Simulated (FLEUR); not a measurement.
# LuFeC2: parallel and opposed starts, part 2 of 2

Wanted: the moments of LuFeC2 and the energy of each order that was tried.

FLEUR MaX-R8.1; PBEsol; all-electron FLAPW, Dirac cores, scalar-relativistic bands.

So far. Step 2 (Order 1, typed as ferro +): After 38 cycles the largest moment stands at 0.968 μB. Step 4 (Run 3 (antiferro q=(0,0,1/2) +-)): It lies 16.2 meV a seeded atom over the first start, and its largest moment is 0.873 μB against 0.968 μB.

## 6. Start 5: no spin polarisation

Without spin polarisation no moment can form, so the difference from the other runs is what forming moments gains.

The k list default-1 (kpts.xml, not shown) is a Γ-centred 8×8×8 mesh.

inp.xml

```
<?xml version="1.0" encoding="UTF-8" standalone="no"?>
<fleurInput fleurInputVersion="0.39">
   <comment>
      LuFeC2
   </comment>
   <calculationSetup>
      <cutoffs Kmax="4.4" Gmax="13.2" GmaxXC="13.2" numbands="0"/>
      <scfLoop itmax="90" minDistance="0.00002" maxIterBroyd="15" imix="Anderson" alpha="0.05" precondParam="0.0" spinf="2.0" sdNocoIR="T"/>
      <coreElectrons ctail="T" frcor="F" kcrel="0" coretail_lmax="0"/>
      <xcFunctional name="PBEs" relativisticCorrections="F"/>
      <magnetism jspins="1"/>
      <soc l_soc="F" theta="0.0" phi="0.0" spav="F"/>
      <expertModes spex="0" secvar="F"/>
      <geometryOptimization l_f="F" forcealpha="1.0" forcemix="BFGS" epsdisp="0.00001" epsforce="0.00001"/>
      <ldaU l_linMix="F" mixParam="0.05" spinf="1.0"/>
   </calculationSetup>
   <cell>
      <bzIntegration valenceElectrons="49.0" mode="hist" fermiSmearingEnergy="0.00110248">
         <kPointListSelection listName="default-1"/>
         <xi:include xmlns:xi="http://www.w3.org/2001/XInclude" href="kpts.xml"> </xi:include>
      </bzIntegration>
      <xi:include xmlns:xi="http://www.w3.org/2001/XInclude" href="sym.xml"> </xi:include>
      <bulkLattice scale="1.0">
         <bravaisMatrix>
            <row-1>    6.5262648292425274     0.0000000000000000     0.0000000000000000</row-1>
            <row-2>    0.0000000000000000     4.2495460851989328     5.5867568633857880</row-2>
            <row-3>    0.0000000000000000    -4.2495460851989328     5.5867568633857880</row-3>
         </bravaisMatrix>
      </bulkLattice>
   </cell>
   <atomSpecies>
      <species name="Lutetium (Lu)" element="Lu" atomicNumber="71">
         <mtSphere radius="2.8" gridPoints="925" logIncrement="0.014"/>
         <atomicCutoffs lmax="10" lnonsphr="8"/>
         <electronConfig flipSpins="F">
            <coreConfig>(1s1/2) (2s1/2) (2p1/2) (2p3/2) (3s1/2) (3p1/2) (3p3/2) (4s1/2) (3d3/2) (3d5/2) (4p1/2) (4p3/2) (4d3/2) (4d5/2)</coreConfig>
            <valenceConfig>(5s1/2) (5p1/2) (5p3/2) (6s1/2) (4f5/2) (4f7/2) (5d3/2) (5d5/2)</valenceConfig>
            <stateOccupation state="(5d3/2)" spinUp="0.200000" spinDown="0.200000"/>
            <stateOccupation state="(5d5/2)" spinUp="0.300000" spinDown="0.300000"/>
         </electronConfig>
         <energyParameters s="6" p="6" d="5" f="4"/>
         <lo type="SCLO" l="0" n="5" eDeriv="0"/>
         <lo type="SCLO" l="1" n="5" eDeriv="0"/>
      </species>
      <species name="Iron (Fe)" element="Fe" atomicNumber="26">
         <mtSphere radius="2.23" gridPoints="737" logIncrement="0.016"/>
         <atomicCutoffs lmax="8" lnonsphr="6"/>
         <electronConfig flipSpins="F">
            <coreConfig>(1s1/2) (2s1/2) (2p1/2) (2p3/2)</coreConfig>
            <valenceConfig>(3s1/2) (3p1/2) (3p3/2) (4s1/2) (3d3/2) (3d5/2)</valenceConfig>
            <stateOccupation state="(3d3/2)" spinUp="1.200000" spinDown="1.200000"/>
            <stateOccupation state="(3d5/2)" spinUp="1.800000" spinDown="1.800000"/>
         </electronConfig>
         <energyParameters s="4" p="4" d="3" f="4"/>
         <lo type="SCLO" l="0" n="3" eDeriv="0"/>
         <lo type="SCLO" l="1" n="3" eDeriv="0"/>
      </species>
      <species name="Carbon (C)" element="C" atomicNumber="6">
         <mtSphere radius="1.3" gridPoints="431" logIncrement="0.024"/>
         <atomicCutoffs lmax="6" lnonsphr="4"/>
         <electronConfig flipSpins="F">
            <coreConfig>(1s1/2)</coreConfig>
            <valenceConfig>(2s1/2) (2p1/2) (2p3/2)</valenceConfig>
            <stateOccupation state="(2p1/2)" spinUp="0.333333" spinDown="0.333333"/>
            <stateOccupation state="(2p3/2)" spinUp="0.666667" spinDown="0.666667"/>
         </electronConfig>
         <energyParameters s="2" p="2" d="3" f="4"/>
      </species>
   </atomSpecies>
   <atomGroups>
      <atomGroup species="Lutetium (Lu)">
         <relPos label="                   1">.0000000000 -.0077542400 -.0077542400</relPos>
         <force calculate="T" relaxXYZ="TTT"/>
      </atomGroup>
      <atomGroup species="Iron (Fe)">
         <relPos label="                   2">1.000/2.000 .3912907300 .3912907300</relPos>
         <force calculate="T" relaxXYZ="TTT"/>
      </atomGroup>
      <atomGroup species="Carbon (C)">
         <relPos label="                   3">1.000/2.000 -.1427186000 -.4558180600</relPos>
         <relPos label="                   4">1.000/2.000 -.4558180600 -.1427186000</relPos>
         <force calculate="T" relaxXYZ="TTT"/>
      </atomGroup>
   </atomGroups>
   <output dos="F" band="F" slice="F">
      <bandDOS minEnergy="-.5*Htr" maxEnergy="0.5*Htr" sigma="0.015" storeEVData="T"/>
      <plotting iplot="0" polar="F">
         <plot TwoD="T" vec1="  1.0  0.0  0.0" vec2="  0.0  1.0  0.0" vec3="  0.0  0.0  1.0" zero="  0.0  0.0  0.0" file="plot"/>
      </plotting>
      <moessbauerParams electricFieldGradient="F" isomerShift="F" coreHyperfine="F" valenceHyperfine="F"/>
   </output>
</fleurInput>
```

crystal.txt

```
LuFeC2
&input film=F cartesian=F /
3.45355062000  0.00000000000  0.00000000000
0.00000000000  2.24876294500  2.95638441500
0.00000000000  -2.24876294500  2.95638441500
1.8897261246
1.0 1.0 1.0

4
71 0.00000000000  0.99224576000  0.99224576000
26 0.50000000000  0.39129073000  0.39129073000
6 0.50000000000  0.85728140000  0.54418194000
6 0.50000000000  0.54418194000  0.85728140000

&kpt div1=8 div2=8 div3=8 gamma=T /
```

Command:

```sh
> OMP_NUM_THREADS=1 inpgen -f crystal.txt > inpgen.log  # inp.xml is then edited as shown
> OMP_NUM_THREADS=1 mpirun -n 4 fleur_MPI > fleur.log
```

Elapsed: 82 s, on 4 MPI ranks of Intel Xeon Platinum 8375C at 2.90GHz (Ice Lake), shared host; peak memory 0.35 GiB.

Read from the output:

```
free energy                                                       : -433321.4049 eV
program's band gap on this mesh (in a metal only a level spacing) : 0.008167 eV
final state                                                       : non-magnetic (no spin polarisation)
```

It lies 31.8 meV a seeded atom over the first start.

## 7. Ranking

Free energies are divided by the number of seeded atoms, so that cells of unlike size compare. Wavevectors q in the names are fractions of the primitive cell's reciprocal vectors.

Orders:

```csv
start,final state,typed order kept,energy over the lowest (meV a seeded atom),largest sphere moment (μB),net moment (μB a primitive cell),mesh matched,CPU time (s)
ferro +,ferromagnetic,yes,0,0.9677,0.9469,yes,1467
"antiferro q=(0,0,1/2) +-",antiferromagnetic,yes,16.22,0.8728,0,yes,6640
no spin polarisation,non-magnetic,-,31.82,0,0,yes,326.6
```

## 8. What came out

```yaml
lowest_state_found: ferromagnetic (typed ferro +)
largest_site_spin_moment: 0.968 μB
next_finished_state: antiferromagnetic, 16.2 meV a seeded atom higher
energy_gained_by_spin_polarisation: 31.8 meV a seeded atom
```

What this shows: The lowest state found is ferromagnetic, reached from the start ferro +, with moments up to 0.968 μB. The next finished state costs 16 meV a seeded atom. 2 starts gave no converged result and are missing from the ranking; where cut off, the energy had nearly settled 30 meV a seeded atom or more over the lowest. Only 5 starts were tried; other patterns of signs, canted and longer-period orders were not.

[Logs and program files are shortened in this print: banners, set-up blocks, solver, clock and traceback lines can be left out without a mark of their own.]

[Logs are printed without paths, hosts, clocks, repeated set-up lines and the standing remarks that a program may print on its own settings, such as how far it seeks lower states.]

[Hosts, paths, dates, database ids (printed as entryN), source tags and the programs' standing remarks are cut or masked in the printed files.]

[Where a cell is said to come from a database of computed structures, the database is the Materials Project.]
